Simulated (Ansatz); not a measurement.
## Cd2CoS2Cl2, from a guessed structure to a relaxed one

Starting from a made-up structure for Cd2CoS2Cl2, the aim is the relaxed cell, its shortest contacts and, where a second run follows, its electronic structure.

Main program and level: Ansatz 0.2.0; DFT, PBE, plane-wave PAW, files of the set soft_1, scalar-relativistic, ferromagnetic start, cell and ions relaxed at zero pressure; PAW set soft_1, in the first sound run; inputs show where later runs differ.

### Step 1. The structure

The structure is tetragonal, space group I4/mmm (No. 139). The conventional cell has a = 4.225 Å, b = 4.225 Å, c = 15.890 Å, α = 90.00°, β = 90.00°, γ = 90.00°. Nearest to Cd lie 4 S at 2.76 Å and 4 Cl at 3.15 Å. Nearest to Co lie 4 S at 2.11 Å and 2 Cl at 2.76 Å. Nearest to Cl lie 1 Co at 2.76 Å and 4 Cd at 3.15 Å. Nearest to S lie 2 Co at 2.11 Å and 4 Cd at 2.76 Å. Farther neighbours and most contacts between anions are not listed.

### Step 2. Relaxing cell and atoms

The guess takes its coordinates from another compound and its volume from a rule, so the cell and any free coordinates are relaxed together.

input.yaml

```yaml
crystal:
  lattice:
    - [-2.1125, 2.1125, 7.945]
    - [2.1125, -2.1125, 7.945]
    - [2.1125, 2.1125, -7.945]
  atoms:
    - { symbol: Cd, position: [0.6115, 0.6115, 0.0] }
    - { symbol: Cd, position: [0.3885, 0.3885, 0.0] }
    - { symbol: Co, position: [0.0, 0.0, 0.0], spin: 2.0 }
    - { symbol: Cl, position: [0.174, 0.174, 0.0] }
    - { symbol: Cl, position: [0.826, 0.826, 0.0] }
    - { symbol: S, position: [0.5, 0.0, 0.5] }
    - { symbol: S, position: [0.0, 0.5, 0.5] }
magnetization:
  spin_polarized: true
kpoints:
  mp_grid: { grid: [9, 9, 9] }
scf:
  occupations: { method: fermi_dirac, width: 0.05 }
hamiltonian:
  xc: pbe
  pseudopotentials: { kind: paw, azcp: { folder: soft_1 } }
relax:
  f_tol: 0.015
  max_steps: 70
  cell: {}
output:
  forces: true
  stress: true
```

On the command line:

```bash
$ ansatz run input.yaml --threads 4 --pin off --max-ram 10240MiB --backend cpu --events-out ev --progress --plain --runs-dir out
```

Numbers of over 12 decimals in the logs are rounded to 6 here.

Output:

```text
basis.fft_grid_basis auto: the FFT boxes are laid along the combinations [[1, 0, 1], [0, 1, 1], [0, 0, 1]] of the cell's own vectors, 4.225, 4.225 and 8.488 Å long. The dense box has 30×30×60 points. Along the cell's own vectors, as sized, it would have 60×60×60, 4.00 times as many. Of the 16 symmetry operations that the crystal satisfies within crystal.symmetry.tolerance (time reversal apart; of a slab, those that k [...]
Engine: ansatz 0.2.0, aarch64-unknown-linux-gnu
Pseudopotentials: kind: paw
Pseudopotential: Cd, paw, valence charge 20, recommended cutoff 420 eV (normal), soft_1/Cd.paw.azcp
Pseudopotential: Co, paw, valence charge 17, recommended cutoff 420 eV (normal), soft_1/Co.paw.azcp
Pseudopotential: Cl, paw, valence charge 7, recommended cutoff 420 eV (normal), soft_1/Cl.paw.azcp
Pseudopotential: S, paw, valence charge 6, recommended cutoff 420 eV (normal), soft_1/S.paw.azcp
Functional definition: PBE
  parameter kappa = 0.804
  parameter beta = 0.066725
  exchange = pbe_x(kappa = kappa, mu = beta*pi^2/3)
  correlation = pbe_c(beta = beta)
Crystal: 7 atoms, lattice volume = 141.823 Å³
Basis set: ecut = 420 eV, 2735 PW (Γ), FFT grids on a1+a3, a2+a3, a3, exchange–correlation on 60×60×120 points (8 copies of the dense FFT grid, shifted against one another)
Bands: 51, of which v1, the nominal top of the filled ones, is band 42 counted from 1 (41 counted from 0)
Symmetry: 16 space group operations
Space group: I4/mmm (ITA 139), of the structure as read, at distance tolerance 5.2e-5 Å
Magnetic group: BNS 139.531 (UNI 1191), of the structure as read, at distance tolerance 5.2e-5 Å
k-points: 75 of 729
Non-local potential: Cd, projectors of the file, l = 0: 3, l = 1: 2, l = 2: 2, l = 3: 1
Non-local potential: Co, projectors of the file, l = 0: 3, l = 1: 2, l = 2: 3, l = 3: 1
Non-local potential: Cl, projectors of the file, l = 0: 2, l = 1: 2, l = 2: 1
Non-local potential: S, projectors of the file, l = 0: 2, l = 1: 2, l = 2: 1
PAW form: soft (Blöchl's): semilocal exchange-correlation on the pseudo side does not see the compensation charge
PAW one-centre angular grid: Cd, 590 points (default); XC on 64 Gauss nodes
PAW one-centre angular grid: Co, 590 points (default); XC on 64 Gauss nodes
PAW one-centre angular grid: Cl, 110 points (default); XC on 64 Gauss nodes
PAW one-centre angular grid: S, 110 points (default); XC on 64 Gauss nodes
Initial density: superposition of atomic densities (chi_scale 0.1, normalization cell, long waves kept (reshape's long-wave potential 0.79 eV rms))
Starting moments: Σ|m| = 2 μB on 1 of 7 sites
Initial wavefunctions: pseudopotential atomic-orbital guess
Functional: x = pbe(κ = 0.804, μ = 0.219515), c = pbe(β = 0.066725)
SCF iter   1: F=—  HF=-25603.039286 eV  |F-HF|=—  |Δ(HF+E_count)|=         —  Δρ=6.38e-2 (↑4.67e-2 ↓6.38e-2)  dr2=6.25e1  dr2_m=2.86e-1  M=1.611 μB ∫|m|=1.740 μB  β_m=0.30  ethr=3.10e-3  ⟨swp⟩=9.1  Hψ=36794  notcnv=0  defer=45
Mixer restart at iter 1: flushing history
preconditioner: auto → Kerker (q_TF=auto, 2.495 Å⁻¹)  [metal: Δε(μ)=0.003 eV  Ē_g=10.796 eV  σ=0.050 eV  W_gap=0.01  n_scr=42 (ndim 8)  ℏωp=24.0 eV  f_vac=0.058  D(μ)=8.85/eV (n_scr^D=96)]
spin=Collinear: Kerker preconditioning applied to the charge; magnetization (m = ρ↑ − ρ↓) channel mixes plain (no charge-response kernel on spin).
SCF iter   2: F=—  HF=-25601.951529 eV  |F-HF|=—  |Δ(HF+E_count)|=    1.09e0  Δρ=2.89e-2 (↑2.37e-2 ↓2.89e-2)  dr2=2.04e1  dr2_m=1.14e-1  M=1.730 μB ∫|m|=1.820 μB  β_m=0.42  ethr=3.10e-3  ⟨swp⟩=3.0  Hψ=14900  notcnv=0  defer=289
SCF iter   3: F=—  HF=-25600.652806 eV  |F-HF|=—  |Δ(HF+E_count)|=    1.30e0  Δρ=3.14e-2 (↑1.45e-2 ↓3.14e-2)  dr2=9.59e0  dr2_m=1.30e-1  M=1.670 μB ∫|m|=1.796 μB  β_m=0.39  ethr=3.10e-3  ⟨swp⟩=4.1  Hψ=15229  notcnv=0  defer=340
SCF iter   4: F=—  HF=-25600.292878 eV  |F-HF|=—  |Δ(HF+E_count)|=   3.60e-1  Δρ=1.53e-2 (↑9.93e-3 ↓1.53e-2)  dr2=3.71e0  dr2_m=1.00e-1  M=1.507 μB ∫|m|=1.699 μB  β_m=0.44  ethr=3.10e-3  ⟨swp⟩=3.1  Hψ=11816  notcnv=0  defer=367
SCF iter   5: F=—  HF=-25599.378888 eV  |F-HF|=—  |Δ(HF+E_count)|=   9.14e-1  Δρ=1.32e-2 (↑1.32e-2 ↓9.11e-3)  dr2=7.27e-1  dr2_m=1.91e-2  M=1.280 μB ∫|m|=1.494 μB  β_m=0.80  ethr=3.10e-3  ⟨swp⟩=3.4  Hψ=11126  notcnv=0  defer=376
SCF iter   6: F=—  HF=-25599.565547 eV  |F-HF|=—  |Δ(HF+E_count)|=   1.87e-1  Δρ=8.59e-3 (↑5.04e-3 ↓8.59e-3)  dr2=4.04e-1  dr2_m=7.20e-3  M=1.389 μB ∫|m|=1.540 μB  β_m=0.90  ethr=8.76e-4  ⟨swp⟩=2.2  Hψ=11504  notcnv=0  defer=370
SCF iter   7: F=—  HF=-25599.546446 eV  |F-HF|=—  |Δ(HF+E_count)|=         —  Δρ=5.46e-3 (↑3.63e-3 ↓5.46e-3)  dr2=5.47e-2  dr2_m=2.26e-2  M=1.501 μB ∫|m|=1.646 μB  β_m=0.90  ethr=4.86e-4  ⟨swp⟩=2.9  Hψ=10883  notcnv=0  defer=370
Mixer restart at iter 7: flushing history
SCF iter   8: F=—  HF=-25599.548321 eV  |F-HF|=—  |Δ(HF+E_count)|=         —  Δρ=3.84e-3 (↑3.84e-3 ↓3.81e-3)  dr2=7.50e-2  dr2_m=1.47e-4  M=1.481 μB ∫|m|=1.635 μB  β_m=0.90  ethr=6.59e-5  ⟨swp⟩=2.2  Hψ=14779  notcnv=0  defer=367
Mixer restart at iter 8: flushing history
SCF iter   9: F=—  HF=-25599.576568 eV  |F-HF|=—  |Δ(HF+E_count)|=   2.82e-2  Δρ=9.04e-3 (↑5.69e-3 ↓9.04e-3)  dr2=2.04e-1  dr2_m=4.23e-3  M=1.557 μB ∫|m|=1.704 μB  β_m=0.58  ethr=6.59e-5  ⟨swp⟩=3.0  Hψ=15528  notcnv=0  defer=367  recentre
SCF iter  10: F=—  HF=-25599.543799 eV  |F-HF|=—  |Δ(HF+E_count)|=   3.28e-2  Δρ=1.13e-3 (↑1.13e-3 ↓9.92e-4)  dr2=1.75e-2  dr2_m=5.52e-5  M=1.501 μB ∫|m|=1.655 μB  β_m=0.80  ethr=6.59e-5  ⟨swp⟩=2.5  Hψ=15919  notcnv=0  defer=365
SCF iter  11: F=—  HF=-25599.543789 eV  |F-HF|=—  |Δ(HF+E_count)|=   1.05e-5  Δρ=3.79e-4 (↑3.79e-4 ↓3.47e-4)  dr2=3.63e-3  dr2_m=1.01e-5  M=1.509 μB ∫|m|=1.664 μB  β_m=0.82  ethr=2.11e-5  ⟨swp⟩=2.0  Hψ=9861  notcnv=0  defer=365
SCF iter  12: F=—  HF=-25599.543593 eV  |F-HF|=—  |Δ(HF+E_count)|=   1.96e-4  Δρ=2.93e-4 (↑2.31e-4 ↓2.93e-4)  dr2=4.95e-4  dr2_m=5.93e-6  M=1.513 μB ∫|m|=1.668 μB  β_m=0.87  ethr=4.38e-6  ⟨swp⟩=3.0  Hψ=14425  notcnv=0  defer=365
SCF iter  13: F=—  HF=-25599.543635 eV  |F-HF|=—  |Δ(HF+E_count)|=   4.22e-5  Δρ=3.39e-4 (↑7.52e-5 ↓3.39e-4)  dr2=1.88e-4  dr2_m=2.58e-5  M=1.517 μB ∫|m|=1.670 μB  β_m=0.94  ethr=5.96e-7  ⟨swp⟩=2.0  Hψ=11040  notcnv=0  defer=365
SCF iter  14: F=—  HF=-25599.543631 eV  |F-HF|=—  |Δ(HF+E_count)|=   4.21e-6  Δρ=7.75e-5 (↑2.06e-5 ↓7.75e-5)  dr2=7.74e-6  dr2_m=2.16e-6  M=1.515 μB ∫|m|=1.668 μB  β_m=0.97  ethr=2.26e-7  ⟨swp⟩=2.0  Hψ=9938  notcnv=0  defer=365
[...]
relax step   8: F+E_penalty+E_count = -25601.02742457 eV  Δ(F+E_penalty+E_count) = -1.388e-2 eV  max|allowed force component| = 7.108e-3 eV/Å  Δτ_max = 0.0257 Å  P = +0.203 GPa  Ω = 147.704 Å³  energy of the carried Pulay correction = -1.471e-3 eV  (11 SCF iters, dr2 threshold 7.00e-7 eV, accepted)
relax step   9: F+E_penalty+E_count = -25601.02761551 eV  Δ(F+E_penalty+E_count) = -1.909e-4 eV  max|allowed force component| = 2.093e-3 eV/Å  Δτ_max = 0.0010 Å  P = +0.002 GPa  Ω = 148.186 Å³  energy of the carried Pulay correction = -1.589e-3 eV  (10 SCF iters, dr2 threshold 1.03e-7 eV, accepted)
relax step  10: F+E_penalty+E_count = -25601.03732059 eV  Δ(F+E_penalty+E_count) = -9.705e-3 eV  max|allowed force component| = 2.121e-3 eV/Å  Δτ_max = 0.0000 Å  P = +0.112 GPa  Ω = 148.186 Å³  stress off target by 1.80e-1 GPa  SCF on the basis re-selected at this cell (its energy is not comparable with the rows above)  (12 SCF iters)
relax step  11: F+E_penalty+E_count = -25601.03756762 eV  Δ(F+E_penalty+E_count) = -2.470e-4 eV  max|allowed force component| = 1.965e-3 eV/Å  Δτ_max = 0.0028 Å  P = +0.010 GPa  Ω = 148.499 Å³  energy of the carried Pulay correction = -7.252e-5 eV  (9 SCF iters, dr2 threshold 8.06e-8 eV, accepted)
iter 1 solved again at ethr=4.90e-7 eV; its pass at ethr=3.10e-3 eV (dr2=4.07e-4 eV) is discarded
SCF iter   1: F=—  HF=-25601.037628 eV  |F-HF|=—  |Δ(HF+E_count)|=         —  Δρ=1.01e-5 (↑8.99e-6 ↓1.01e-5)  dr2=4.61e-8  dr2_m=4.01e-9  M=2.171 μB ∫|m|=2.274 μB  β_m=0.65  ethr=4.90e-7  ⟨swp⟩=3.9  Hψ=53950  notcnv=0
eigensolver tolerance schedule: the retry pair's looser diagonalisation over-reported the residual by 8814.77 of it (diagonalisation noise at an unbounded share of the residual, at the tolerance the schedule requests for it); recorded, not acted on — ethr = c·dr2/N_el stays at c = 1.0e-1
preconditioner: auto → Kerker (q_TF=auto, 2.287 Å⁻¹)  [metal: Δε(μ)=0.006 eV  Ē_g=10.396 eV  σ=0.050 eV  W_gap=0.03  n_scr=32 (ndim 8)  ℏωp=23.4 eV  f_vac=0.061  D(μ)=4.84/eV (n_scr^D=32)]
spin=Collinear: Kerker preconditioning applied to the charge; magnetization (m = ρ↑ − ρ↓) channel mixes plain (no charge-response kernel on spin).
SCF iter   2: F=—  HF=-25601.037634 eV  |F-HF|=—  |Δ(HF+E_count)|=   5.32e-6  Δρ=3.53e-6 (↑3.35e-6 ↓3.53e-6)  dr2=7.53e-9  dr2_m=4.61e-10  M=2.171 μB ∫|m|=2.274 μB  β_m=0.56  ethr=5.56e-11  ⟨swp⟩=3.9  Hψ=19793  notcnv=0
SCF iter   3: F=—  HF=-25601.037635 eV  |F-HF|=—  |Δ(HF+E_count)|=   1.36e-6  Δρ=1.46e-6 (↑1.46e-6 ↓1.31e-6)  dr2=4.06e-9  dr2_m=1.70e-10  M=2.171 μB ∫|m|=2.274 μB  β_m=0.56  ethr=9.07e-12  ⟨swp⟩=2.0  Hψ=13671  notcnv=0
SCF iter   4: F=—  HF=-25601.037635 eV  |F-HF|=—  |Δ(HF+E_count)|=   1.27e-7  Δρ=8.52e-7 (↑2.95e-7 ↓8.52e-7)  dr2=2.10e-9  dr2_m=2.11e-10  M=2.171 μB ∫|m|=2.274 μB  β_m=0.78  ethr=4.89e-12  ⟨swp⟩=2.0  Hψ=9614  notcnv=0
SCF iter   5: F=—  HF=-25601.037635 eV  |F-HF|=—  |Δ(HF+E_count)|=   5.59e-9  Δρ=8.31e-7 (↑1.95e-7 ↓8.31e-7)  dr2=1.99e-9  dr2_m=2.10e-10  M=2.171 μB ∫|m|=2.274 μB  β_m=0.89  ethr=2.53e-12  ⟨swp⟩=2.0  Hψ=9006  notcnv=0
SCF iter   6: F=—  HF=-25601.037635 eV  |F-HF|=—  |Δ(HF+E_count)|=   1.47e-9  Δρ=2.12e-7 (↑1.91e-7 ↓2.12e-7)  dr2=3.52e-10  dr2_m=2.04e-11  M=2.171 μB ∫|m|=2.274 μB  β_m=0.94  ethr=2.39e-12  ⟨swp⟩=2.5  Hψ=12867  notcnv=0
SCF iter   7: F=—  HF=-25601.037635 eV  |F-HF|=—  |Δ(HF+E_count)|=  1.89e-10  Δρ=2.04e-7 (↑1.18e-7 ↓2.04e-7)  dr2=1.20e-10  dr2_m=4.59e-12  M=2.171 μB ∫|m|=2.274 μB  β_m=0.89  ethr=1.00e-12  ⟨swp⟩=3.0  Hψ=13642  notcnv=0
SCF iter   8: F=—  HF=-25601.037635 eV  |F-HF|=—  |Δ(HF+E_count)|=  1.38e-10  Δρ=1.25e-7 (↑3.34e-8 ↓1.25e-7)  dr2=3.97e-11  dr2_m=5.45e-12  M=2.171 μB ∫|m|=2.274 μB  β_m=0.94  ethr=1.00e-12  ⟨swp⟩=1.0  Hψ=7654  notcnv=0
SCF iter   9: F=—  HF=-25601.037635 eV  |F-HF|=—  |Δ(HF+E_count)|=  2.91e-11  Δρ=5.51e-8 (↑1.97e-8 ↓5.51e-8)  dr2=8.44e-12  dr2_m=1.29e-12  M=2.171 μB ∫|m|=2.274 μB  β_m=0.97  ethr=1.00e-12  ⟨swp⟩=1.0  Hψ=7650  notcnv=0
SCF iter  10: F=-25601.037635 eV  HF=-25601.037635 eV  |F-HF|=3.64e-11  |Δ(HF+E_count)|=  1.46e-11  Δρ=1.23e-7 (↑1.83e-8 ↓1.23e-7)  dr2=2.98e-11  dr2_m=3.93e-12  M=2.171 μB ∫|m|=2.274 μB  ethr=1.00e-12  ⟨swp⟩=3.0  Hψ=21895  notcnv=0
SCF 12 converged in 10 iterations: F = -25601.037635 eV  dr2 = 2.98e-11
relax step  12: F+E_penalty+E_count = -25601.03763525 eV  Δ(F+E_penalty+E_count) = -6.763e-5 eV  max|allowed force component| = 1.970e-3 eV/Å  Δτ_max = 0.0000 Å  P = +0.010 GPa  Ω = 148.499 Å³  stress off target by 1.77e-2 GPa  SCF on the basis re-selected at this cell (its energy is not comparable with the rows above)  (10 SCF iters)
basis re-selected at this cell: Δ(F+E_penalty+E_count) = -6.763e-5 eV, ΔP = -0.000 GPa vs the last step (what re-selecting the basis moved, of the pressure what is left beyond the Pulay correction that the steps carried, after the strain that the cell walked since its last selection, with what the two solves' SCF thresholds leave and, on support functions, any second-order correction that the steps lacked; it is no m [...]
SCF converged after 10 iterations
Magnetization: 2.1714 μB (42.5857 up, 40.4143 down)
Absolute magnetization: 2.2737 μB (∫|ρ↑−ρ↓|, with the PAW one-centre terms)
Spin contamination: 0.0652 ħ² per cell (⟨S²⟩ above its minimum at these occupations)
Per-site moments (μB) at R_I (Å): [(0.00561065, 1.012714), (0.00561065, 1.012714), (1.889755, 0.972351), (0.026564, 1.012714), (0.026564, 1.012714), (0.040174, 0.972351), (0.040174, 0.972351)]
Free energy (F): -25601.037635 eV
Harris-Foulkes:  -25601.037635 eV  (|F-HF|=3.64e-11)
Internal energy: -25600.999593 eV  (E = F + TS)
E sigma→0 (E₀):  -25601.018614 eV
Entropy (-TS):   -0.038042 eV (-5.435 meV/atom)
Fermi energy:    7.831144 eV
--- Per-component energies (eV) ---
  E_band       = -1417.099205
  E_kinetic    = 1685.914781
  E_local      = -12707.059550  (includes V_loc(G=0)·N_el)
  E_nonlocal   = 815.050459
  E_hartree    = 5699.899394
  E_xc         = -794.041803
  E_vxc        = -903.789429  (∫ρ·V_xc dr)
  E_paw        = -12313.187849  (= ΣΔE_a)
  E_vpaw       = -1707.014799  (= ΣTr[D̂ρ^β])
  E_aug_tail   = 0.000901  (compensation charges beyond the density's cutoff)
  E_ewald      = -7987.575926
  E_smearing   = -0.038042  (= −TS)
  E_closure    = -0.000000  (closes the sum)
  Σ components = -25601.037635   (vs F -25601.037635, Δ=0.00e0)
--- Forces (eV/Å), atoms counted from 1 ---
  atom   1  Cd    -0.00000000    -0.00000000    -0.00069150
  atom   2  Cd     0.00000000     0.00000000     0.00069150
  atom   3  Co    -0.00000000     0.00000000     0.00000000
  atom   4  Cl     0.00000000    -0.00000000    -0.00196975
  atom   5  Cl     0.00000000     0.00000000     0.00196975
  atom   6  S      0.00000000    -0.00000000    -0.00000000
  atom   7  S      0.00000000     0.00000000    -0.00000000
  max |Σ_I F_I| component: 1.73e-18 eV/Å
--- Stress (GPa, compression-positive) ---
        0.017688       0.000000      -0.000000
        0.000000       0.017688       0.000000
        0.000000       0.000000      -0.006647
  P = ⅓ Tr σ = 0.0096 GPa (0.096 kbar)
--- Relaxed structure (10 steps of the walk, 10 accepted, 2 SCFs on fresh bases) ---
  F+E_penalty+E_count = -25601.03763525 eV   max|allowed force component| = 1.970e-3 eV/Å   (the final SCF, on the basis selected at the relaxed cell)
  cell:  # Å, volume = 148.4990 Å³
    - [-2.357214, 2.357214, 6.681373]
    - [2.357214, -2.357214, 6.681373]
    - [2.357214, 2.357214, -6.681373]
  atoms:
    - { symbol: Cd, position: [0.616920, 0.616920, 0] }
    - { symbol: Cd, position: [0.383080, 0.383080, 0] }
    - { symbol: Co, position: [-3.6650185818084126e-19, -3.665018581808413e-19, 0] }
    - { symbol: Cl, position: [0.199356, 0.199356, 0] }
    - { symbol: Cl, position: [0.800644, 0.800644, 0] }
    - { symbol: S, position: [0.5, -3.6650185818084097e-19, 0.5] }
    - { symbol: S, position: [-3.665018581808403e-19, 0.5, 0.5] }
```

It took 4.3 min on 4 threads of Arm Neoverse V2, shared host; peak memory 1 GiB; 17 min of CPU time.

The steps of the relaxation:

```csv
step,energy less that of the first step (eV),largest force component (eV/Å),pressure (GPa),volume (Å³)
1,0.0000,0.9161,7.33,141.82
2,-0.5892,0.2739,0.88,148.30
3,-0.9720,0.4112,0.06,146.06
4,-1.1403,1.2254,2.25,142.97
5,-1.3789,0.1637,0.38,146.62
6,-1.4467,0.3918,0.53,148.67
7,-1.4699,0.1701,-1.08,150.75
8,-1.4838,0.0071,0.20,147.70
9,-1.4840,0.0021,0.00,148.19
10*,-1.4937,0.0021,0.11,148.19
11,-1.4939,0.0020,0.01,148.50
12*,-1.4940,0.0020,0.01,148.50
```

Relaxation steps marked * repeat the geometry before them on a plane-wave basis chosen anew for their cell, so energy and pressure can jump there.

The run keeps the 16 symmetry operations that it works with, so distortions that break them were not tested.

```csv
cell as run,before,after,change
a (Å),8.488,7.467,-12.0 %
b (Å),8.488,7.467,-12.0 %
c (Å),8.488,7.467,-12.0 %
α (°),151.18,143.19,-5.3 %
β (°),151.18,143.19,-5.3 %
γ (°),41.22,53.03,+28.7 %
volume (Å³/atom),20.26,21.21,+4.7 %
```

The atoms that moved most (Å, as changes of fractional coordinates times the final cell):

```csv
atom,dx,dy,dz,length
Cl4,0.000,0.000,0.339,0.339
Cl5,0.000,0.000,-0.339,0.339
Cd1,0.000,0.000,0.072,0.072
Cd2,0.000,0.000,-0.072,0.072
```

This step gave:

```yaml
free_energy: -25601.0376 eV
energy_at_zero_smearing: -25601.0186 eV
smearing_term_ts: 0.03804 eV
fermi_energy: 7.831 eV
magnetization: 2.171 μB
absolute_magnetization: 2.274 μB
site_moments: 0.005611, 0.005611, 1.890, 0.02656, 0.02656, 0.04017, 0.04017 μB
electrons: 83
symmetry_operations: 16
pressure: 0.009577 GPa
```

Site moment by atom:

```csv
atom,site moment (μB)
Cd1,0.01
Cd2,0.01
Co3,1.89
Cl4,0.03
Cl5,0.03
S6,0.04
S7,0.04
```

The shortest distance of each pair, which need not be the same contact before and after:

```csv
pair,guess (Å),relaxed (Å)
Co–S,2.112,2.357
Cd–Cl,3.148,2.455
Cl–Co,2.765,2.664
Cd–S,2.757,2.828
Cd–Cd,3.543,3.125
```

The relaxation ends with a largest force component of 0.0020 eV/Å and a pressure of 0.01 GPa.

(Continued in part 2 of 2.)

[Logs are printed without paths, hosts, clocks, repeated set-up lines and the standing remarks that a program may print on its own settings, such as how far it seeks lower states.]

[Hosts, paths, dates, database ids (printed as entryN), source tags and the programs' standing remarks are cut or masked in the printed files.]
